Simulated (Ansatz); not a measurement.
# OH on Ni(100): change of the work function, part 5 of 5

Aim: the work function of Ni(100) at several coverages of OH (top site), and the dipole that each adsorbate carries.

Ansatz 0.2.0; plane-wave DFT, PBEsol, Ansatz PAW.

So far, work function, upper face (eV): step 2 (the clean slab) 4.99; step 5 (adsorbate added, k-mesh 12×12×1, coverage 1 ML) 2.37; step 7 (the slab at 0.25 ML, atoms frozen) 4.08; step 8 (the substrate of the 0.25 ML cell alone) 4.99; step 9 (the adsorbate layer of the 0.25 ML cell alone) 5.92.

### Step 10. Density difference at 0.25 ML

This step: plane-wave DFT, PBEsol, Ansatz PAW; density difference on adsorption (Ansatz 0.2.0).

The densities of the parts are taken from that of the whole and averaged over planes; the first moment of what is left gives the step in the potential.

Numbers from this step:

```
largest charge moved                 : -0.007632 e/Å²
potential step from the moved charge : 1.288 eV
```

The electron density difference oscillates, so the rows of the table below give means over windows of 1 Å about each position, cut where the curve ends. Its maxima inside the range that stand out by 2 % of the span (Å: e/Å³): 13.1: 0.00171, 14.2: 0.00545, 16.0: 0.0145. Its minima: 12.3: -6.8e-4, 13.7: -0.00202, 14.7: -0.0169, 17.0: -0.00131.

Planar mean, whole system less its parts. Table of electron density difference by z; means over each step:

```
z (Å)  electron density difference (e/Å³)
    5                              5.1e-7
    6                              4.4e-6
    7                              3.1e-5
    8                              4.4e-5
    9                             -9.2e-5
   10                              4.6e-5
   11                             -1.8e-5
   12                             -8.9e-5
   13                              7.1e-4
   14                              5.0e-5
   15                            -0.00782
   16                             0.00753
   17                             -2.6e-4
   18                             -1.4e-4
   19                              6.0e-6
   20                              1.5e-6
```

The electrons moved below z oscillates, so the rows of the table below give means over windows of 1 Å about each position, cut where the curve ends. Its maxima inside the range that stand out by 2 % of the span (Å: e/Å²): 13.4: 6.8e-4, 14.3: 0.00153, 16.7: 7.9e-4. Its minima: 12.7: -1.2e-4, 13.9: -5.5e-5, 15.2: -0.00763.

Planar mean, whole system less its parts. Electrons moved below z against z; means over each step:

```
z (Å)  electrons moved below z (e/Å²)
    5                          2.5e-7
    6                          2.4e-6
    7                          1.8e-5
    8                          7.3e-5
    9                          1.5e-5
   10                          1.8e-5
   11                         -1.1e-6
   12                          3.5e-5
   13                          2.7e-4
   14                          5.2e-4
   15                        -0.00545
   16                        -0.00311
   17                          4.8e-4
   18                          1.3e-5
   19                         -4.4e-6
   20                         -9.2e-7
   21                         -3.8e-7
```

### Step 11. A changed input

This step: plane-wave DFT, PBEsol, Ansatz PAW, but for the change named below (Ansatz 0.2.0).

System of this step: OH/Ni(100). The cell holds 6 atoms: 4 Ni, 1 O and 1 H. Its edges and angles: a = 2.489 Å, b = 2.489 Å, c = 25.990 Å, α = 90.0°, β = 90.0°, γ = 90.0°. Vacuum lies along c.

A run with a changed input: it repeats the earlier run at 1 ML with basis.ecutwfc to 350 eV and hamiltonian.xc from pbesol to rpbe.

input.yaml

```yaml
crystal:
  lattice:
    - [2.4890158698, 0.0, 0.0]
    - [0.0, 2.4890158698, 0.0]
    - [0.0, 0.0, 25.9899952269]
  atoms:
    - { symbol: Ni, position: [0.5, 0.5, 0.3462870971], spin: 0.76 }
    - { symbol: Ni, position: [0.0, 0.0, 0.4140054627], spin: 0.68 }
    - { symbol: Ni, position: [0.5, 0.5, 0.4800454422], spin: 0.69 }
    - { symbol: Ni, position: [0.0, 0.0, 0.5429010319], spin: 0.75 }
    - { symbol: O, position: [0.0, 0.0, 0.6160060857] }
    - { symbol: H, position: [0.0, 0.0, 0.6537129029] }
magnetization:
  spin_polarized: true
kpoints:
  mp_grid: { grid: [12, 12, 1] }
hamiltonian:
  xc: rpbe
scf:
  occupations: { method: fermi_dirac, width: 0.1 }
  convergence: { dr2_threshold: 1.0e-08 }
efield:
  axis: 3
  dipole_correction: true
  ramp_position: 0.97
  ramp_width: 0.06
relax:
  f_tol: 0.02
  max_steps: 60
  constraints: [{ sites: [0, 1] }]
output:
  bader: true
  write_potential: true
  write_density: true
  volumetric_format: npy
basis:
  ecutwfc: "350 eV"
```

The run is started by

```
> ansatz run input.yaml --threads 4 --pin off --max-ram 12288MiB --backend cpu --events-out ev --progress --plain --runs-dir out
```

Numbers of over 12 decimals in the logs are rounded to 6 here.

Log:

```text
Warning: basis.ecutwfc = 350 eV is below the records' recommended 420 eV, and the density's cutoff is lower with it unless basis.ecutrho_ratio is high enough to keep the records' density cutoff: compare with a run at a higher cutoff
[...]
Crystal: 6 atoms, lattice volume = 161.013 Å³
Basis set: ecut = 350 eV, 2419 PW (Γ), exchange–correlation on 32×32×320 points (8 copies of the dense FFT grid, shifted against one another)
Bands: 50, of which v1, the nominal top of the filled ones, is band 40 counted from 1 (39 counted from 0)
Symmetry: 8 space group operations
k-points: 28 of 144
[...]
Starting moments: Σ|m| = 2.88 μB on 4 of 6 sites
[...]
SCF iter   1: F=—  HF=-23959.373183 eV  |F-HF|=—  |Δ(HF+E_count)|=         —  Δρ=4.63e-2 (↑3.59e-2 ↓4.63e-2)  dr2=1.87e1  dr2_m=4.58e-1  M=3.298 μB ∫|m|=3.423 μB  β_m=1.00  ethr=3.10e-3  p=-0.000 e·Å  D=-1.52e-6 V/Å  ΔV_dip=0.00 eV  dr2_dipole=3.70e0  V_vac-E_F(+/−)=7.48/7.48 eV  ⟨swp⟩=10.6  Hψ=13980  notcnv=0  defer=44
[...]
SCF iter  21: F=-23960.784142 eV  HF=-23960.784142 eV  |F-HF|=1.83e-9  |Δ(HF+E_count)|=  1.93e-10  Δρ=6.09e-7 (↑2.25e-7 ↓6.09e-7)  dr2=1.54e-9  dr2_m=1.10e-10  M=3.372 μB ∫|m|=3.798 μB  ethr=9.65e-12  p=0.077 e·Å  D=8.67e-2 V/Å  ΔV_dip=-2.25 eV  dr2_dipole=1.88e-10  V_vac-E_F(+/−)=2.50/4.75 eV  ⟨swp⟩=6.1  Hψ=16061  notcnv=0
SCF 1 converged in 21 iterations: F = -23960.784142 eV  dr2 = 1.54e-9
[...]
relax step   1: F+E_penalty+E_count = -23960.78414160 eV  Δ(F+E_penalty+E_count) = +0.000e0 eV  max|allowed force component| = 1.891e0 eV/Å  Δτ_max = 0.0000 Å  (21 SCF iters, accepted)
[...]
SCF iter  13: F=-23960.874784 eV  HF=-23960.874784 eV  |F-HF|=7.21e-9  |Δ(HF+E_count)|=   2.32e-9  Δρ=1.14e-6 (↑3.44e-7 ↓1.14e-6)  dr2=6.29e-9  dr2_m=3.35e-10  M=3.388 μB ∫|m|=3.820 μB  ethr=5.42e-12  p=0.079 e·Å  D=8.82e-2 V/Å  ΔV_dip=-2.29 eV  dr2_dipole=1.36e-9  V_vac-E_F(+/−)=2.46/4.75 eV  ⟨swp⟩=5.8  Hψ=17253  notcnv=0
SCF 2 converged in 13 iterations: F = -23960.874784 eV  dr2 = 6.29e-9
relax step   2: F+E_penalty+E_count = -23960.87478364 eV  Δ(F+E_penalty+E_count) = -9.064e-2 eV  max|allowed force component| = 1.377e0 eV/Å  Δτ_max = 0.0903 Å  (13 SCF iters, accepted)
SCF iter   1: F=—  HF=-23960.928320 eV  |F-HF|=—  |Δ(HF+E_count)|=         —  Δρ=1.18e-2 (↑1.18e-2 ↓9.93e-3)  dr2=1.73e-1  dr2_m=6.26e-2  M=3.365 μB ∫|m|=3.803 μB  β_m=1.00  ethr=2.67e-3  p=0.079 e·Å  D=8.82e-2 V/Å  ΔV_dip=-2.29 eV  dr2_dipole=1.16e-2  V_vac-E_F(+/−)=2.42/4.71 eV  ⟨swp⟩=5.0  Hψ=8532  notcnv=0  defer=100
[...]
SCF iter  13: F=-23960.944721 eV  HF=-23960.944721 eV  |F-HF|=3.54e-9  |Δ(HF+E_count)|=   2.85e-9  Δρ=4.56e-7 (↑3.15e-7 ↓4.56e-7)  dr2=8.08e-10  dr2_m=5.87e-11  M=3.409 μB ∫|m|=3.846 μB  ethr=2.68e-12  p=0.085 e·Å  D=9.55e-2 V/Å  ΔV_dip=-2.48 eV  dr2_dipole=4.28e-11  V_vac-E_F(+/−)=2.27/4.75 eV  ⟨swp⟩=5.9  Hψ=17556  notcnv=0
SCF 3 converged in 13 iterations: F = -23960.944721 eV  dr2 = 8.08e-10
relax step   3: F+E_penalty+E_count = -23960.94472089 eV  Δ(F+E_penalty+E_count) = -6.994e-2 eV  max|allowed force component| = 4.617e-1 eV/Å  Δτ_max = 0.1638 Å  (13 SCF iters, accepted)
[...]
relax step   4: F+E_penalty+E_count = -23960.95293174 eV  Δ(F+E_penalty+E_count) = -8.211e-3 eV  max|allowed force component| = 4.639e-2 eV/Å  Δτ_max = 0.0427 Å  (13 SCF iters, accepted)
SCF iter   1: F=—  HF=-23960.953081 eV  |F-HF|=—  |Δ(HF+E_count)|=         —  Δρ=3.66e-4 (↑3.66e-4 ↓3.66e-4)  dr2=7.90e-4  dr2_m=6.24e-5  M=3.419 μB ∫|m|=3.857 μB  β_m=1.00  ethr=1.19e-5  p=0.083 e·Å  D=9.37e-2 V/Å  ΔV_dip=-2.43 eV  dr2_dipole=2.73e-4  V_vac-E_F(+/−)=2.31/4.74 eV  ⟨swp⟩=2.0  Hψ=5164  notcnv=0  defer=128
[...]
SCF iter  12: F=-23960.953059 eV  HF=-23960.953059 eV  |F-HF|=4.69e-9  |Δ(HF+E_count)|=  1.78e-10  Δρ=7.60e-7 (↑7.96e-8 ↓7.60e-7)  dr2=3.10e-9  dr2_m=1.98e-10  M=3.417 μB ∫|m|=3.855 μB  ethr=1.75e-12  p=0.084 e·Å  D=9.39e-2 V/Å  ΔV_dip=-2.44 eV  dr2_dipole=7.58e-10  V_vac-E_F(+/−)=2.31/4.75 eV  ⟨swp⟩=5.7  Hψ=15633  notcnv=0
SCF 5 converged in 12 iterations: F = -23960.953059 eV  dr2 = 3.10e-9
relax step   5: F+E_penalty+E_count = -23960.95305896 eV  Δ(F+E_penalty+E_count) = -1.272e-4 eV  max|allowed force component| = 1.239e-3 eV/Å  Δτ_max = 0.0047 Å  (12 SCF iters, accepted)
[...]
SCF converged after 12 iterations
Magnetization: 3.4172 μB (41.2086 up, 37.7914 down)
Absolute magnetization: 3.8587 μB (∫|ρ↑−ρ↓|, with the PAW one-centre terms)
[...]
Per-site moments (μB) at R_I (Å): [(0.786796, 1.026719), (0.707366, 1.026719), (0.677553, 1.026719), (0.934975, 0.737632), (0.169373, 0.397059), (0.00302189, 0.397059)]
Free energy (F): -23960.953059 eV
[...]
Internal energy: -23960.711113 eV  (E = F + TS)
E sigma→0 (E₀):  -23960.832086 eV
Entropy (-TS):   -0.241946 eV (-40.324 meV/atom)
Fermi energy:    2.948474 eV
Dipole field:    D = 0.093819 V/Å  (p = 0.083481 e·Å, saw-weighted, corrected)
Work function:   Φ+ = 2.3101 eV   Φ− = 4.7483 eV
[...]
--- Forces (eV/Å), atoms counted from 1 ---
  atom   1  Ni     0.00000000     0.00000000     0.12599435
  atom   2  Ni     0.00000000     0.00000000    -0.12518669
  atom   3  Ni    -0.00000000     0.00000000     0.00038353
  atom   4  Ni     0.00000000     0.00000000     0.00042348
  atom   5  O     -0.00000000     0.00000000    -0.00123935
  atom   6  H      0.00000000     0.00000000    -0.00028749
  max |Σ_I F_I| component: 8.78e-5 eV/Å
--- Band table (eV; the first three rows and the last of 56) ---
  k-point 0 ↑: bands = [... 36 lower, 1.9219, 2.1697, 2.2044, 2.2044, 2.3247, 2.5584, 2.5584, 3.7009, ... 6 higher]
  k-point 1 ↑: bands = [... 36 lower, 1.9297, 2.0242, 2.0514, 2.2561, 2.3000, 2.5103, 2.5714, 3.9715, ... 6 higher]
  k-point 2 ↑: bands = [... 36 lower, 1.8488, 1.8758, 1.9595, 2.1751, 2.3307, 2.6027, 2.8637, 4.5330, ... 6 higher]
  k-point 27 ↓: bands = [... 36 lower, 3.4158, 3.4456, 3.4811, 3.6279, 6.6117, 6.6117, 9.0630, 9.0630, ... 6 higher]
--- Relaxed structure (5 steps of the walk, 5 accepted, 0 SCFs on fresh bases) ---
  F+E_penalty+E_count = -23960.95305896 eV   max|allowed force component| = 1.239e-3 eV/Å
  atoms:
    - { symbol: Ni, position: [0.5, 0.5, 0.346287] }
    - { symbol: Ni, position: [0.0, 0.0, 0.4140054627] }
    - { symbol: Ni, position: [0.5, 0.5, 0.483691] }
    - { symbol: Ni, position: [0, 0.0, 0.552833] }
    - { symbol: O, position: [0, 0.0, 0.621637] }
    - { symbol: H, position: [0, 0.0, 0.658673] }
--- Bader charges: 6 sites ---
  site symbol  charge [e]  shift [e]    m [muB]
     0     Ni     -0.0148     0.0001     0.7378
     1     Ni      0.0168     0.0001     0.6634
     2     Ni     -0.0120     0.0001     0.6328
     3     Ni      0.3860     0.0032     0.9329
     4      O     -0.9147     0.0004     0.4492
     5      H      0.5388     0.0028     0.0011
  estimated error of the sums over rays = 2.4e-4 e
```

Run time: 70 s. Hardware: 4 threads of Arm Neoverse V2, shared host; peak memory 0.59 GiB.

```
                      quantity  this run  earlier run  difference
work function, upper face (eV)     2.310        2.366      -0.056
work function, lower face (eV)     4.748        5.039       -0.29
 dipole along the normal (e·Å)   0.08348      0.09149     -0.0080
             total moment (μB)     3.417        3.275        0.14
```

What moves beyond 0.01 in its unit (for the dipole 0.5 % and 5e-5 e·Å): work function, lower face (-0.29 eV), dipole along the normal (-0.00801 e·Å), total moment (+0.142 μB) and work function, upper face (-0.0562 eV).

The change shows in the results, which are not taken further.

### Step 12. The same run with other settings: basis.ecutrho_ratio = 12

This step: plane-wave DFT, PBEsol, Ansatz PAW (Ansatz 0.2.0).

System of this step: Ni(100). The cell holds 4 atoms: 4 Ni. Its edges and angles: a = 2.489 Å, b = 2.489 Å, c = 23.280 Å, α = 90.0°, β = 90.0°, γ = 90.0°. Vacuum lies along c.

Another changed input: it repeats the earlier run at 0 ML with basis.ecutrho_ratio to 12.

input.yaml, the sections that differ from step 11:

```yaml
crystal:
  lattice:
    - [2.4890158698, 0.0, 0.0]
    - [0.0, 2.4890158698, 0.0]
    - [0.0, 0.0, 23.28]
  atoms:
    - { symbol: Ni, position: [0.5, 0.5, 0.3865979381], spin: 0.7 }
    - { symbol: Ni, position: [0.0, 0.0, 0.4621993127], spin: 0.7 }
    - { symbol: Ni, position: [0.5, 0.5, 0.5378006873], spin: 0.7 }
    - { symbol: Ni, position: [0.0, 0.0, 0.6134020619], spin: 0.7 }
hamiltonian:
  xc: pbesol
output:
  write_potential: true
  write_density: true
  volumetric_format: npy
basis:
  ecutrho_ratio: 12
# magnetization, kpoints, scf, efield, relax: as in step 11
```

Log:

```text
[...]
Crystal: 4 atoms, lattice volume = 144.224 Å³
Basis set: ecut = 420 eV, 2797 PW (Γ), exchange–correlation on 60×60×540 points (8 copies of the dense FFT grid, shifted against one another)
Bands: 45, of which v1, the nominal top of the filled ones, is band 36 counted from 1 (35 counted from 0)
Symmetry: 8 space group operations
k-points: 28 of 144
[...]
Starting moments: Σ|m| = 2.8 μB on 4 of 4 sites
[...]
SCF iter   1: F=—  HF=-23214.352917 eV  |F-HF|=—  |Δ(HF+E_count)|=         —  Δρ=2.80e-2 (↑1.31e-2 ↓2.80e-2)  dr2=4.01e0  dr2_m=2.42e-1  M=2.994 μB ∫|m|=3.119 μB  β_m=1.00  ethr=3.10e-3  p=0.000 e·Å  D=1.43e-13 V/Å  ΔV_dip=-0.00 eV  dr2_dipole=1.09e-7  V_vac-E_F(+/−)=7.18/7.18 eV  ⟨swp⟩=12.3  Hψ=13416  notcnv=0  defer=23
[...]
SCF iter  15: F=-23217.842879 eV  HF=-23217.842879 eV  |F-HF|=3.55e-9  |Δ(HF+E_count)|=   3.02e-9  Δρ=1.41e-6 (↑5.17e-7 ↓1.41e-6)  dr2=4.01e-9  dr2_m=3.57e-10  M=2.754 μB ∫|m|=3.102 μB  ethr=1.97e-12  p=-0.000 e·Å  D=-2.71e-7 V/Å  ΔV_dip=0.00 eV  dr2_dipole=2.91e-10  V_vac-E_F(+/−)=5.00/5.00 eV  ⟨swp⟩=5.9  Hψ=16517  notcnv=0
SCF 1 converged in 15 iterations: F = -23217.842879 eV  dr2 = 4.01e-9
[...]
relax step   1: F+E_penalty+E_count = -23217.84287881 eV  Δ(F+E_penalty+E_count) = +0.000e0 eV  max|allowed force component| = 6.919e-1 eV/Å  Δτ_max = 0.0000 Å  (15 SCF iters, accepted)
[...]
SCF iter  13: F=-23217.876693 eV  HF=-23217.876693 eV  |F-HF|=4.73e-11  |Δ(HF+E_count)|=  5.57e-10  Δρ=2.03e-7 (↑1.46e-7 ↓2.03e-7)  dr2=2.13e-10  dr2_m=1.34e-11  M=2.741 μB ∫|m|=3.085 μB  ethr=1.80e-12  p=0.000 e·Å  D=6.77e-5 V/Å  ΔV_dip=-0.00 eV  dr2_dipole=4.77e-11  V_vac-E_F(+/−)=4.99/5.00 eV  ⟨swp⟩=6.2  Hψ=15001  notcnv=0
SCF 2 converged in 13 iterations: F = -23217.876693 eV  dr2 = 2.13e-10
[...]
relax step   2: F+E_penalty+E_count = -23217.87669325 eV  Δ(F+E_penalty+E_count) = -3.381e-2 eV  max|allowed force component| = 4.450e-1 eV/Å  Δτ_max = 0.0718 Å  (13 SCF iters, accepted)
SCF iter   1: F=—  HF=-23217.904592 eV  |F-HF|=—  |Δ(HF+E_count)|=         —  Δρ=5.57e-3 (↑3.79e-3 ↓5.57e-3)  dr2=1.89e-1  dr2_m=1.88e-2  M=2.738 μB ∫|m|=3.076 μB  β_m=1.00  ethr=2.34e-3  p=0.000 e·Å  D=6.77e-5 V/Å  ΔV_dip=-0.00 eV  dr2_dipole=4.71e-2  V_vac-E_F(+/−)=4.95/4.96 eV  ⟨swp⟩=5.3  Hψ=7273  notcnv=0  defer=66
[...]
SCF iter  13: F=-23217.895757 eV  HF=-23217.895757 eV  |F-HF|=5.82e-10  |Δ(HF+E_count)|=  4.37e-10  Δρ=5.38e-7 (↑2.40e-7 ↓5.38e-7)  dr2=7.35e-10  dr2_m=7.45e-11  M=2.720 μB ∫|m|=3.057 μB  ethr=9.27e-12  p=-0.000 e·Å  D=-1.13e-4 V/Å  ΔV_dip=0.00 eV  dr2_dipole=5.60e-11  V_vac-E_F(+/−)=5.00/4.99 eV  ⟨swp⟩=7.0  Hψ=14973  notcnv=0
SCF 3 converged in 13 iterations: F = -23217.895757 eV  dr2 = 7.35e-10
relax step   3: F+E_penalty+E_count = -23217.89575680 eV  Δ(F+E_penalty+E_count) = -1.906e-2 eV  max|allowed force component| = 5.980e-2 eV/Å  Δτ_max = 0.1084 Å  (13 SCF iters, accepted)
[...]
relax step   4: F+E_penalty+E_count = -23217.89568066 eV  Δ(F+E_penalty+E_count) = +7.614e-5 eV  max|allowed force component| = 4.161e-2 eV/Å  Δτ_max = 0.0233 Å  (13 SCF iters, rejected (line search))
SCF iter   1: F=—  HF=-23217.896079 eV  |F-HF|=—  |Δ(HF+E_count)|=         —  Δρ=6.38e-4 (↑5.35e-4 ↓6.38e-4)  dr2=2.19e-3  dr2_m=2.61e-4  M=2.726 μB ∫|m|=3.063 μB  β_m=1.00  ethr=3.23e-5  p=-0.000 e·Å  D=-7.33e-5 V/Å  ΔV_dip=0.00 eV  dr2_dipole=5.21e-4  V_vac-E_F(+/−)=4.99/4.99 eV  ⟨swp⟩=3.1  Hψ=5905  notcnv=0  defer=100
[...]
SCF iter  11: F=-23217.896037 eV  HF=-23217.896037 eV  |F-HF|=6.46e-9  |Δ(HF+E_count)|=  8.51e-10  Δρ=2.00e-6 (↑5.07e-7 ↓2.00e-6)  dr2=7.04e-9  dr2_m=1.52e-9  M=2.722 μB ∫|m|=3.059 μB  ethr=7.93e-12  p=-0.000 e·Å  D=-7.85e-5 V/Å  ΔV_dip=0.00 eV  dr2_dipole=7.71e-10  V_vac-E_F(+/−)=5.00/4.99 eV  ⟨swp⟩=6.8  Hψ=16820  notcnv=0
SCF 5 converged in 11 iterations: F = -23217.896037 eV  dr2 = 7.04e-9
relax step   5: F+E_penalty+E_count = -23217.89603682 eV  Δ(F+E_penalty+E_count) = -2.800e-4 eV  max|allowed force component| = 3.006e-3 eV/Å  Δτ_max = 0.0102 Å  (11 SCF iters, accepted)
[...]
SCF converged after 11 iterations
Magnetization: 2.7223 μB (37.3612 up, 34.6388 down)
Absolute magnetization: 3.0622 μB (∫|ρ↑−ρ↓|, with the PAW one-centre terms)
[...]
Per-site moments (μB) at R_I (Å): [(0.755323, 1.026719), (0.683028, 1.014075), (0.686663, 0.990541), (0.745420, 0.990541)]
Free energy (F): -23217.896037 eV
[...]
Internal energy: -23217.656770 eV  (E = F + TS)
E sigma→0 (E₀):  -23217.776403 eV
Entropy (-TS):   -0.239267 eV (-59.817 meV/atom)
Fermi energy:    2.005383 eV
Dipole field:    D = -0.000122 V/Å  (p = -0.000098 e·Å, saw-weighted, corrected)
Work function:   Φ+ = 4.9956 eV   Φ− = 4.9927 eV
[...]
--- Forces (eV/Å), atoms counted from 1 ---
  atom   1  Ni     0.00000000     0.00000000     0.67143264
  atom   2  Ni     0.00000000     0.00000000    -0.67026370
  atom   3  Ni     0.00000000     0.00000000    -0.00300633
  atom   4  Ni     0.00000000     0.00000000     0.00186734
  max |Σ_I F_I| component: 2.99e-5 eV/Å
--- Band table (eV; the first three rows and the last of 56) ---
  k-point 0 ↑: bands = [... 32 lower, 1.0205, 1.0751, 1.0751, 1.3329, 1.4462, 1.4854, 1.4854, 2.1972, ... 5 higher]
  k-point 1 ↑: bands = [... 32 lower, 0.8421, 0.8610, 1.1811, 1.2512, 1.2647, 1.4108, 1.5108, 2.5653, ... 5 higher]
  k-point 2 ↑: bands = [... 32 lower, 0.7061, 0.7666, 1.1464, 1.1751, 1.3304, 1.4066, 1.5124, 3.3038, ... 5 higher]
  k-point 27 ↓: bands = [... 32 lower, 2.2630, 2.3744, 2.6147, 2.6892, 5.3730, 5.3730, 7.9867, 7.9867, ... 5 higher]
--- Relaxed structure (5 steps of the walk, 4 accepted, 0 SCFs on fresh bases) ---
  F+E_penalty+E_count = -23217.89603682 eV   max|allowed force component| = 3.006e-3 eV/Å
  atoms:
    - { symbol: Ni, position: [0.5, 0.5, 0.386598] }
    - { symbol: Ni, position: [0.0, 0.0, 0.4621993127] }
    - { symbol: Ni, position: [0.5, 0.5, 0.535927] }
    - { symbol: Ni, position: [0, 0.0, 0.606099] }
```

It took 64 s on 4 threads; peak memory 0.82 GiB.

Step by step:

```
step  energy less that of the first step (eV)  largest force component (eV/Å)
   1                                   0.0000                          0.6919
   2                                  -0.0338                          0.4450
   3                                  -0.0529                          0.0598
   4                                  -0.0528                          0.0416
   5                                  -0.0532                          0.0030
```

Relaxation step 4 was tried and not accepted.

Forces are held to the 8 operations that the run works with; a distortion that breaks them can't arise in this run.

The atoms that moved most (Å):

```
atom     dx     dy      dz  length
 Ni4  0.000  0.000  -0.170   0.170
 Ni3  0.000  0.000  -0.044   0.044
```

Final coordinates:

```xyz
4
Lattice="2.4890 0.0000 0.0000 0.0000 2.4890 0.0000 0.0000 0.0000 23.2800" Properties=species:S:1:pos:R:3
Ni    1.2445    1.2445    9.0000
Ni    0.0000    0.0000   10.7600
Ni    1.2445    1.2445   12.4764
Ni    0.0000    0.0000   14.1100
```

This step gave:

- energy at zero smearing: -23217.7764 eV
- total moment: 2.722 μB
- site moments: 0.7553, 0.6830, 0.6867, 0.7454 μB
- work function, upper face: 4.996 eV
- dipole along the normal: -9.76e-5 e·Å

```
                      quantity  this run  earlier run  difference
work function, upper face (eV)     4.996        4.995      9.0e-4
             total moment (μB)     2.722        2.722      1.6e-6
```

Nothing in the table moves by 0.01 in its unit. The run took 65 SCF cycles against 66.

### Step 13. Results

| Quantity | Value |
| --- | --- |
| work function of the clean face | 4.99 eV |
| work function at 0.25 ML | 4.08 eV |
| work function at 0.5 ML | 3.42 eV |
| work function at 1 ML | 2.37 eV |
| dipole per adsorbate at 0.25 ML, positive end outwards | 0.62 D |
| step of the potential from the moved charge at 0.25 ML, upper less lower side, atoms held | 1.29 eV |

OH lowers the work function of Ni(100) at the lowest coverage, by 0.92 eV: the adsorbate layer has its positive end outwards. The slab has 4 layers, at the tabulated experimental lattice constant, one starting site was run, and quantum-size effects of a slab this thin can reach one or two tenths of an eV. The magnetic order is the one reached from the typed start; other orders were not compared.

[Logs are printed without paths, hosts, clocks, repeated set-up lines and the standing remarks that a program may print on its own settings, such as how far it seeks lower states.]

[Hosts, paths, dates, database ids (printed as entryN), source tags and the programs' standing remarks are cut or masked in the printed files.]

[Maps of the electrostatic potential energy from Ansatz leave out the sawtooth potential of an applied field or a dipole correction, so their vacuum need not be flat; planar profiles and work functions include it.]
